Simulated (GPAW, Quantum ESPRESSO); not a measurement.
# O K-edge XANES of LaGaO3 (Pm-3m), part 2 of 4

Aim: the O K edge of LaGaO3 (Pm-3m) by two routes, a Lanczos recursion (XSpectra) and a sum over empty bands (GPAW), to see which features are robust.

Quantum ESPRESSO 7.5 and GPAW 26.7.0; core-hole supercells, plane-wave PAW LDA.

So far. Step 2 (The field without a hole (Quantum ESPRESSO)): The mesh shows a gap of 3.34 eV, so the hole is first treated in a charged cell, without the excited electron. Step 3 (Spectrum without a core hole, O atom 3 (Quantum …): Main maxima below 24 eV (height): 4.1 eV (2.19), 9.7 eV (1.78), 11.0 eV (1.61), 12.0 eV (1.67), 19.2 eV (0.84) and 21.7 eV (0.47). A K edge sees empty p states on the absorber.

### Step 6. The atom with a core hole (Quantum ESPRESSO)

Level of this step: all-electron atom with a core hole and its PAW potential, LDA, scalar-relativistic (Quantum ESPRESSO).

The frozen core must hold the hole, so the absorber gets a data set of its own.

O.lda-n-kjpaw-1sch.ld1.in reads:

```
&input
   title='O', zed=8., rel=1, iswitch=3, dft='PZ',
   config='1s1 2s2 2p5'
/
&inputp
   file_pseudopw='O.lda-n-kjpaw-1sch.UPF', author='',
   lpaw=.true.,
   pseudotype=3,
   lloc=-1,
   rcloc=1.1,
   which_augfun='PSQ',
   rmatch_augfun_nc=.true.,
   nlcc=.true.,
   new_core_ps=.true.,
   rcore=0.7,
   tm=.true.,
   zval=7,
   lgipaw_reconstruction=.true., use_paw_as_gipaw=.true.
/
4
2S  1  0  2.00  0.00  1.00  1.30  0.0
2S  1  0  0.00  1.00  1.00  1.30  0.0
2P  2  1  5.00  0.00  0.90  1.35  0.0
2P  2  1  0.00  0.05  0.90  1.35  0.0
```

Launch:

```
$ ld1.x < O.lda-n-kjpaw-1sch.ld1.in > O.lda-n-kjpaw-1sch.ld1.out
```

Log:

```text
     [... banner and references ...]
PAW data will be used for GIPAW calculation
     --------------------------- All-electron run ----------------------------

     O
     scalar relativistic calculation

     atomic number is  8.00
     dft =PZ   lsd =0 sic =0 latt =0  beta=0.20 tr2=1.0E-14
     Exchange-correlation= PZ
                           (   1   1   0   0   0   0   0)
     mesh =1095 r(mesh) =  99.04343 a.u. xmin = -7.00 dx = 0.01250
     1 Ry =  13.60569312 eV, c = 137.03599908

     n l     nl                  e(Ry)          e(Ha)          e(eV)
     1 0     1S 1( 1.00)       -41.9355       -20.9678      -570.5619
     2 0     2S 1( 2.00)        -1.9275        -0.9637       -26.2246
     2 1     2P 1( 5.00)        -0.8665        -0.4332       -11.7888

     final scf error:  4.0E-15 reached in  24 iterations

     Etot =    -110.050736 Ry,     -55.025368 Ha,   -1497.316544 eV

     Ekin =     109.503055 Ry,      54.751527 Ha,    1489.864957 eV
     Encl =    -270.735536 Ry,    -135.367768 Ha,   -3683.544616 eV
     Eh   =      63.959833 Ry,      31.979916 Ha,     870.217855 eV
     Exc  =     -12.778088 Ry,      -6.389044 Ha,    -173.854739 eV

     normalization and overlap integrals

     s(1S/1S) =  1.000000  <r> =   0.1934  <r2> =    0.0503  r(max) =   0.1266
     s(1S/2S) = -0.000240
     s(2S/2S) =  1.000000  <r> =   1.0741  <r2> =    1.4086  r(max) =   0.8151
     s(2P/2P) =  1.000000  <r> =   1.0981  <r2> =    1.6070  r(max) =   0.7104

     ------------------------ End of All-electron run ------------------------

     --------------------- Generating PAW atomic setup --------------------

      Generating local potential from pseudized AE potential:
      Matching radius rcloc =   1.1000

[...]
(   1   1   0   0   0   0   0)
     mesh =1095 r(mesh) =  99.04343 a.u. xmin = -7.00 dx = 0.01250
     1 Ry =  13.60569312 eV, c = 137.03599908

     n l     nl                  e(Ry)          e(Ha)          e(eV)
[...]
final scf error:  4.0E-15 reached in  24 iterations

     Etot =    -110.050736 Ry,     -55.025368 Ha,   -1497.316544 eV

     Ekin =     109.503055 Ry,      54.751527 Ha,    1489.864957 eV
     Encl =    -270.735536 Ry,    -135.367768 Ha,   -3683.544616 eV
     Eh   =      63.959833 Ry,      31.979916 Ha,     870.217855 eV
     Exc  =     -12.778088 Ry,      -6.389044 Ha,    -173.854739 eV

     normalization and overlap integrals

     s(1S/1S) =  1.000000  <r> =   0.1934  <r2> =    0.0503  r(max) =   0.1266
     s(1S/2S) = -0.000240
     s(2S/2S) =  1.000000  <r> =   1.0741  <r2> =    1.4086  r(max) =   0.8151
     s(2P/2P) =  1.000000  <r> =   1.0981  <r2> =    1.6070  r(max) =   0.7104

     ------------------------ End of All-electron run ------------------------

     ---------------------- Testing the pseudopotential ----------------------

     O
     scalar relativistic calculation

     atomic number is  8.00   valence charge is  7.00
     dft = SLA  PZ   NOGX NOGC   lsd =0 sic =0 latt =0  beta=0.20 tr2=1.0E-14
     mesh =1095 r(mesh) =  99.04343 xmin = -7.00 dx = 0.01250

     n l     nl             e AE (Ry)        e PS (Ry)    De AE-PS (Ry)
     1 0     2S   1( 2.00)       -1.92747       -1.92748        0.00000
     2 1     2P   1( 5.00)       -0.86646       -0.86647        0.00001

     eps = 5.7E-18  iter =  4

     Etot =    -110.050736 Ry,     -55.025368 Ha,   -1497.316544 eV
     Etotps =   -50.907907 Ry,     -25.453954 Ha,    -692.637362 eV

     Ekin =      48.297585 Ry,      24.148792 Ha,     657.122117 eV
     Encl =    -128.150435 Ry,     -64.075217 Ha,   -1743.575486 eV
     Ehrt =      41.723026 Ry,      20.861513 Ha,     567.670689 eV
     Ecxc =     -12.778083 Ry,      -6.389042 Ha,    -173.854681 eV
     (Ecc =      -0.066544 Ry,      -0.033272 Ha,      -0.905381 eV)

     ---------------------- End of pseudopotential test ----------------------
```

The job ended after 0.66 s (1 MPI rank of Arm Neoverse V1, shared host; peak memory 0.12 GiB).

Removing the core electron and adding it to the valence shell costs the free atom 530.6 eV.

### Step 7. Supercell with FCH, O atom 3 (Quantum ESPRESSO)

The holes are 6.8 Å apart. The excited electron is left out and a uniform background balances the charge.

scf.in reads:

```
&control
   calculation='scf', prefix='x', pseudo_dir='../pp', outdir='tmp', tprnfor=.true.
/
&system
   ibrav=0, nat=20, ntyp=4, nbnd=88
   ecutwfc=75, ecutrho=560
   occupations='fixed'
   tot_charge=1
/
&electrons
   conv_thr=2.0e-07, electron_maxstep=120
   mixing_beta=0.5
/
ATOMIC_SPECIES
La 1.0 La.lda-spfn-kjpaw.UPF
Ga 1.0 Ga.lda-dnl-kjpaw.UPF
O0 1.0 O.lda-n-kjpaw-1sch.UPF
O 1.0 O.lda-n-kjpaw.UPF
CELL_PARAMETERS angstrom
  3.91345600 3.91345600 3.91345600
  -3.91345600 3.91345600 -3.91345600
  -3.91345600 3.91345600 3.91345600
ATOMIC_POSITIONS crystal
La   0.50000000 0.00000000 0.00000000
La   0.00000000 0.50000000 0.00000000
La   0.50000000 0.50000000 0.50000000
La   0.00000000 0.00000000 0.50000000
Ga   0.00000000 0.00000000 0.00000000
Ga   0.50000000 0.50000000 0.00000000
Ga   0.00000000 0.50000000 0.50000000
Ga   0.50000000 0.00000000 0.50000000
O0   0.25000000 0.00000000 0.75000000
O    0.75000000 0.50000000 0.75000000
O    0.25000000 0.50000000 0.25000000
O    0.75000000 0.00000000 0.25000000
O    0.00000000 0.75000000 0.25000000
O    0.50000000 0.25000000 0.25000000
O    0.00000000 0.25000000 0.75000000
O    0.50000000 0.75000000 0.75000000
O    0.25000000 0.25000000 0.00000000
O    0.75000000 0.75000000 0.00000000
O    0.25000000 0.75000000 0.50000000
O    0.75000000 0.25000000 0.50000000
K_POINTS automatic
3 3 3 0 0 0
```

Launch:

```
$ OMP_NUM_THREADS=1 mpirun --oversubscribe --bind-to none -np 8 pw.x -nk 4 -in scf.in > scf.out
```

Log:

```text
     [... banner and references ...]
[banner, memory and clock lines left out]
using ibrav=0 with symmetry is DISCOURAGED, use correct ibrav instead

     bravais-lattice index     =            0
     lattice parameter (alat)  =      12.8091  a.u.
     unit-cell volume          =    1617.8489 (a.u.)^3
     number of atoms/cell      =           20
     number of atomic types    =            4
     number of electrons       =       168.00
     number of Kohn-Sham states=           88
     kinetic-energy cutoff     =      75.0000  Ry
     charge density cutoff     =     560.0000  Ry
     scf convergence threshold =      2.0E-07
     mixing beta               =       0.5000
     number of iterations used =            8  plain     mixing
     Exchange-correlation= SLA  PZ   NOGX NOGC
                           (   1   1   0   0   0   0   0)

     celldm(1)=  12.809139  celldm(2)=   0.000000  celldm(3)=   0.000000
     celldm(4)=   0.000000  celldm(5)=   0.000000  celldm(6)=   0.000000

     crystal axes: (cart. coord. in units of alat)
               a(1) = (   0.577350   0.577350   0.577350 )
               a(2) = (  -0.577350   0.577350  -0.577350 )
               a(3) = (  -0.577350   0.577350   0.577350 )

     reciprocal axes: (cart. coord. in units 2 pi/alat)
               b(1) = (  0.866025  0.866025  0.000000 )
               b(2) = ( -0.000000  0.866025 -0.866025 )
               b(3) = ( -0.866025  0.000000  0.866025 )

     PseudoPot. #1 for La:     Pseudo is Projector augmented-wave + core cor, Zval = 11.0

     PseudoPot. #2 for Ga:     Pseudo is Projector augmented-wave + core cor, Zval = 13.0

     ../pp/O.lda-n-kjpaw-1sch.UPF
[...]
ethr =  7.18E-10,  avg # of iterations =  6.0

     total energy              =   -3373.37579054 Ry
     estimated scf accuracy    <       0.00000291 Ry

     iteration # 19     ecut=    75.00 Ry     beta= 0.50
     Davidson diagonalization with overlap
     ethr =  7.18E-10,  avg # of iterations = 10.0

     End of self-consistent calculation

          k = 0.0000 0.0000 0.0000 ( 17789 PWs)   bands (ev):

   -19.7060 -19.5955 -19.5955 -19.5945 -10.4808  -6.5108  -5.8823  -5.8823
    -5.8598  -5.8598  -5.8201  -5.7982  -5.7265  -5.6956  -5.2595  -5.2573
    -3.2158  -3.2158  -3.1547  -3.0323  -3.0242  -2.9206  -2.9107  -2.6637
[...]
9.7170   9.7376   9.8430   9.8430  10.5848  10.5848  10.8555  10.8587
    10.9540  10.9798  10.9798  11.0200  14.0702  14.2717  14.3574  14.9010

     [... bands of 5 further k-points ...]

     highest occupied, lowest unoccupied level (ev):    11.0404   14.0702

!    total energy              =   -3373.37579146 Ry
     total all-electron energy =    -85186.048607 Ry
     estimated scf accuracy    <       0.00000011 Ry

     The total energy is the sum of the following terms:
     one-electron contribution =    -458.88608112 Ry
     hartree contribution      =     385.83502337 Ry
     xc contribution           =    -549.63639551 Ry
     ewald contribution        =    -960.75751536 Ry
     one-center paw contrib.   =   -1789.93082283 Ry

     convergence has been achieved in  19 iterations

     Forces acting on atoms (cartesian axes, Ry/au):

     atom    1 type  1   force =    -0.00000000    0.03279534    0.03279534
     atom    2 type  1   force =     0.00000000   -0.03279534    0.03279534
     atom    3 type  1   force =    -0.00000000    0.03279534   -0.03279534
[...]
atom   19 type  4   force =    -0.01943036    0.02367555    0.00000000
     atom   20 type  4   force =    -0.01943036   -0.02367555   -0.00000000

     Total force =     0.196507     Total SCF correction =     0.000362

     XML data file, charge density, pseudopotentials, collected wavefunctions
```

Wall time 3.6 min (8 MPI ranks); peak memory 0.64 GiB; 29 min of CPU time.

Energy with the hole: -1159015.236 eV, cores included.

### Step 8. Spectrum with FCH, O atom 3 (Quantum ESPRESSO)

The Lanczos recursion gives the spectrum without computing empty bands; each polarisation needs a run of its own on the full k mesh. xe0 is set between filled and empty states, and states below it are cut. The file of filecore holds the core orbital, taken from the hole-free data set.

xspectra.in reads:

```
&input_xspectra
   calculation='xanes_dipole', edge='K'
   prefix='x', outdir='tmp', xiabs=3, xe0=12.5553
   xonly_plot=.false., x_save_file='xanes.sav'
   xniter=3000, xcheck_conv=20, xerror=0.005
   xcoordcrys=.false., xepsilon(1)=1, xepsilon(2)=0, xepsilon(3)=0
/
&plot
   xnepoint=413, xemin=-10, xemax=45, terminator=.true., cut_occ_states=.true.
   xgamma=0.4
/
&pseudos
   filecore='../O.wfc'
/
&cut_occ
   cut_desmooth=0.1, cut_stepl=0.05, cut_stepu=0.05, cut_ierror=1e-5
/
4 4 4 0 0 0
```

xspectra_1.in, as its differences from xspectra.in of step 8:

```diff
@@ -5,3 +5,3 @@
    xniter=3000, xcheck_conv=20, xerror=0.005
-   xcoordcrys=.false., xepsilon(1)=1, xepsilon(2)=0, xepsilon(3)=0
+   xcoordcrys=.false., xepsilon(1)=0, xepsilon(2)=1, xepsilon(3)=0
 /
```

Launch:

```
$ OMP_NUM_THREADS=1 mpirun --oversubscribe --bind-to none -np 8 xspectra.x -nk 8 -in xspectra.in > xspectra.out
```

Log:

```text
     [... banner and references ...]
Reading input_file

     calculation: xanes_dipole

     xepsilon  [cartesian coordinates]:   1.000000   0.000000   0.000000

     xonly_plot: FALSE
        => complete calculation: Lanczos + spectrum plot

     filecore (core-wavefunction file): ../O.wfc

     main plot parameters:
        cut_occ_states: TRUE
        gamma_mode:  constant
        -> using xgamma [eV]:  0.40
        xemin [eV]: -10.00
        xemax [eV]:  45.00
        xnepoint:  413
        xe0 [eV]:  12.555300 (energy zero read in input file)

     WARNING: variable ef_r is obsolete

                      Reading SCF save directory: x.save

     tmp/x.save/

     Exchange-correlation= PZ
                           (   1   1   0   0   0   0   0)

     G-vector sticks info

     Message from routine divide_et_impera:
     suboptimal parallelization: some nodes have no k-points

                           Getting the Fermi energy

     From SCF save directory:
        ehomo [eV]:   11.0404 (highest occupied level)
        elumo [eV]:   14.0702 (lowest occupied level)
        ef    [eV]:   11.0404

     -> ef (in eV) will be written in x_save_file

                           Energy zero of the spectrum

     -> ef will NOT be used as energy zero of the spectrum
       (because xe0 read in input file)

     G-vector sticks info

     bravais-lattice index     =            0
     lattice parameter (alat)  =      12.8091  a.u.
     unit-cell volume          =    1617.8489 (a.u.)^3
     number of atoms/cell      =           20
     number of atomic types    =            4
     number of electrons       =       168.00
     number of Kohn-Sham states=           88
     kinetic-energy cutoff     =      75.0000  Ry
     charge density cutoff     =     560.0000  Ry
     Exchange-correlation= PZ
                           (   1   1   0   0   0   0   0)

     celldm(1)=  12.809139  celldm(2)=   0.000000  celldm(3)=   0.000000
     celldm(4)=   0.000000  celldm(5)=   0.000000  celldm(6)=   0.000000

     crystal axes: (cart. coord. in units of alat)
               a(1) = (   0.577350   0.577350   0.577350 )
               a(2) = (  -0.577350   0.577350  -0.577350 )
               a(3) = (  -0.577350   0.577350   0.577350 )

     reciprocal axes: (cart. coord. in units 2 pi/alat)
               b(1) = (  0.866025  0.866025  0.000000 )
               b(2) = ( -0.000000  0.866025 -0.866025 )
               b(3) = ( -0.866025  0.000000  0.866025 )

     PseudoPot. #1 for La:     Pseudo is Projector augmented-wave + core cor, Zval = 11.0

     PseudoPot. #2 for Ga:     Pseudo is Projector augmented-wave + core cor, Zval = 13.0

     ../pp/O.lda-n-kjpaw-1sch.UPF
     Pseudo is Projector augmented-wave + core cor, Zval =  7.0
     Shape of augmentation charge: PSQ
     Using radial grid of 1095 points,  4 beta functions with:
                l(1) =   0
                l(2) =   0
                l(3) =   1
                l(4) =   1
     Q(r) pseudized with 0 coefficients

     ../pp/O.lda-n-kjpaw.UPF
     Pseudo is Projector augmented-wave + core cor, Zval =  6.0
     Shape of augmentation charge: PSQ
     Using radial grid of 1095 points,  4 beta functions with:
                l(1) =   0
                l(2) =   0
                l(3) =   1
                l(4) =   1
     Q(r) pseudized with 0 coefficients

     atomic species   valence    mass     pseudopotential
     La               11.00     1.00000     La( 1.00)
     Ga               13.00     1.00000     Ga( 1.00)
     O0                7.00     1.00000     O ( 1.00)
     O                 6.00     1.00000     O ( 1.00)

     16 Sym. Ops., with inversion, found

   Cartesian axes

     site n.     atom                  positions (alat units)
         1        La     tau(   1) = (   0.2886751   0.2886751   0.2886751  )
         2        La     tau(   2) = (  -0.2886751   0.2886751  -0.2886751  )
         3        La     tau(   3) = (  -0.2886751   0.8660254   0.2886751  )
[...]
k(    3) = (  -0.4330127   0.0000000   0.4330127), wk =   0.0312500
        k(    4) = (  -0.6495191   0.0000000   0.6495191), wk =   0.0312500
        k(    5) = (  -0.0000000   0.2165064  -0.2165064), wk =   0.0312500
[...]
k(   62) = (   0.4330127   1.2990381  -0.4330127), wk =   0.0312500
        k(   63) = (   0.2165064   1.2990381  -0.2165064), wk =   0.0312500
        k(   64) = (  -0.0000000   1.2990381   0.0000000), wk =   0.0312500

     Dense  grid:   362079 G-vectors     FFT dimensions: ( 100, 100, 100)

     Smooth grid:   142121 G-vectors     FFT dimensions: (  72,  72,  72)

     The potential is recalculated from file :
     tmp/x.save/charge-density

     Starting wfcs are  164 atomic wfcs
     Checking if some PAW data can be deallocated...

               Reading core wavefunction file for the absorbing atom

     ../O.wfc successfully read

                              Attributing the PAW radii
                     for the absorbing atom [units: Bohr radius]

        PAW proj 1: r_paw(l= 0)= 1.95  (1.5*r_cut)
        PAW proj 2: r_paw(l= 0)= 1.95  (1.5*r_cut)
        PAW proj 3: r_paw(l= 1)= 2.03  (1.5*r_cut)
        PAW proj 4: r_paw(l= 1)= 2.03  (1.5*r_cut)

        NB: The calculation will not necessary use all these r_paw values.
            - For a edge in the electric-dipole approximation,
              only the r_paw(l=1) values are used.
            - For a K edge in the electric-quadrupole approximation,
              only the r_paw(l=2) values are used.

            - For a L2 or L3 edge in the electric-quadrupole approximation,

              all projectors (s, p and d) are used.

                          Starting XANES calculation
                     in the electric dipole approximation

     Method of calculation based on the Lanczos recursion algorithm
        - STEP 1: Construction of a kpoint-dependent Lanczos basis,
          in which the Hamiltonian is tridiagonal (each 'iter'
          corresponds to the calculation of one more Lanczos vector)
        - STEP 2: Calculation of the cross-section as a continued fraction
          averaged over the k-points.

     ... Begin STEP 1 ...

        Radial transition matrix element(s) used in the calculation of the
        initial vector of the Lanczos basis (|tilde{phi}_abs> normalized)
        | For PAW proj. (l=1) #1: radial matrix element =   0.161351071
        | For PAW proj. (l=1) #2: radial matrix element =   0.207521030

NB: the     8 k-point are not all listed below because npool=  8
        |-------------------------------------------------------------
        ! k-point #     1:  ( 0.0000,  0.0000,  0.0000),  0.0312,   1
        |-------------------------------------------------------------
 okvan= T
        |   Norm of the initial Lanczos vector: 0.11137256E+00
        |   Estimated error at iter     20:   1.00559286
        |   Estimated error at iter     40:   0.21549641
        |   Estimated error at iter     60:   0.38879951
        |   Estimated error at iter     80:   0.24258573
        |   Estimated error at iter    100:   0.17588105
[...]
!   => CONVERGED at iter    200 with error=  0.00052149
        |-------------------------------------------------------------
        ! k-point #     2:  (-0.2165,  0.0000,  0.2165),  0.0312,   1
        |-------------------------------------------------------------
 okvan= T
        |   Norm of the initial Lanczos vector: 0.11137253E+00
[...]
!   => CONVERGED at iter    440 with error=  0.00471438
        |-------------------------------------------------------------
     [... 5 further k-points ...]
        ! k-point #     8:  (-0.6495,  0.2165,  0.4330),  0.0312,   1
        |-------------------------------------------------------------
 okvan= T
        |   Norm of the initial Lanczos vector: 0.11137254E+00
[...]
|   Estimated error at iter    320:   0.01475430
        |   Estimated error at iter    340:   0.03000779
        |   Estimated error at iter    360:   0.01906206
        !   => CONVERGED at iter    380 with error=  0.00465707

     Results of STEP 1 successfully written in x_save_file
     x_save_file name:
     ->  xanes.sav
     x_save_file version:  2

     ... End STEP 1 ...

     ... Begin STEP 2 ...

     The spectrum is calculated using the following parameters:
        xe0 [eV]:   12.5553
        the occupied states are elimintate from the spectrum
        xemin [eV]: -10.00
        xemax [eV]:  45.00
        xnepoint:  413
        constant broadening parameter [eV]:    0.400
        Core level energy [eV]:  -543.1
         (from electron binding energy of neutral atoms in X-ray data booklet)

     Cross-section successfully written in xanes.dat

     ... End STEP 2 ...

                                END JOB XSpectra
```

It took 5 min on 8 MPI ranks; peak memory 0.58 GiB.

The O K spectrum, O atom 3, full core hole (charged cell) (energy from the lowest empty level; intensity scaled to a mean of 1 over the first 20 eV; the points at xe0, where the cut of filled states can leave a spike, are interpolated):

```tsv
E (eV)	intensity
-2.0	0.05
-1.4	0.07
-0.8	0.10
-0.2	0.16
0.4	0.33
1.0	0.78
1.6	0.83
2.2	1.29
2.8	2.17
3.4	2.13
4.0	1.92
4.6	1.40
5.2	0.82
5.8	0.59
6.4	0.63
7.0	0.89
7.6	1.73
8.2	2.03
8.8	1.66
9.4	1.34
10.0	1.08
10.6	1.01
11.2	1.20
11.8	1.19
12.4	1.00
13.0	0.93
13.6	0.64
14.2	0.42
14.8	0.39
15.4	0.34
16.0	0.32
16.6	0.46
17.2	0.73
17.8	0.71
18.4	0.66
19.0	0.86
19.6	0.72
20.2	0.48
20.8	0.48
21.4	0.46
22.0	0.39
22.6	0.37
23.2	0.42
23.8	0.50
24.4	0.64
25.0	0.56
25.6	0.52
26.2	0.65
26.8	0.62
27.4	0.56
28.0	0.69
28.6	0.91
29.2	1.00
29.8	0.95
30.4	1.02
31.0	1.16
31.6	1.25
```

Main maxima below 24 eV (height): 3.0 eV (2.28), 8.2 eV (2.04), 11.6 eV (1.26), 17.5 eV (0.76), 19.2 eV (0.88) and 21.1 eV (0.50). 

The hole costs E(hole) − E(ground) = 520.55 eV, and the lowest empty level of the hole cell lies at 14.07 eV, which puts the zero at 534.62 eV. One term is added: -8.83 eV, since the hole is spin-paired here and a spin-polarised one costs that much less in the free atom (computed apart). The photon energy is then 525.79 eV. The functional and the charged cell's background leave an error in such absolute values: in the free atom LDA prices this hole 4.1 eV below PBE (computed apart), and PBE is itself good to a few eV.

(Continued in part 3 of 4.)

[Banner, clock and machine lines of the logs are left out without a mark of their own.]

[Logs are printed without paths, hosts, clocks, repeated set-up lines and the standing remarks that a program may print on its own settings, such as how far it seeks lower states.]

[Hosts, paths, dates, database ids (printed as entryN), source tags and the programs' standing remarks are cut or masked in the printed files.]

[Lists of maxima count a maximum above −3 eV only where it reaches 4 % of the highest in the window and stands out from its surroundings by 2 % of it (1.5 % where it reaches 55 %); shoulders and weaker maxima are passed over, and of the rest the first, up to two pre-edge ones and the few strongest are named.]
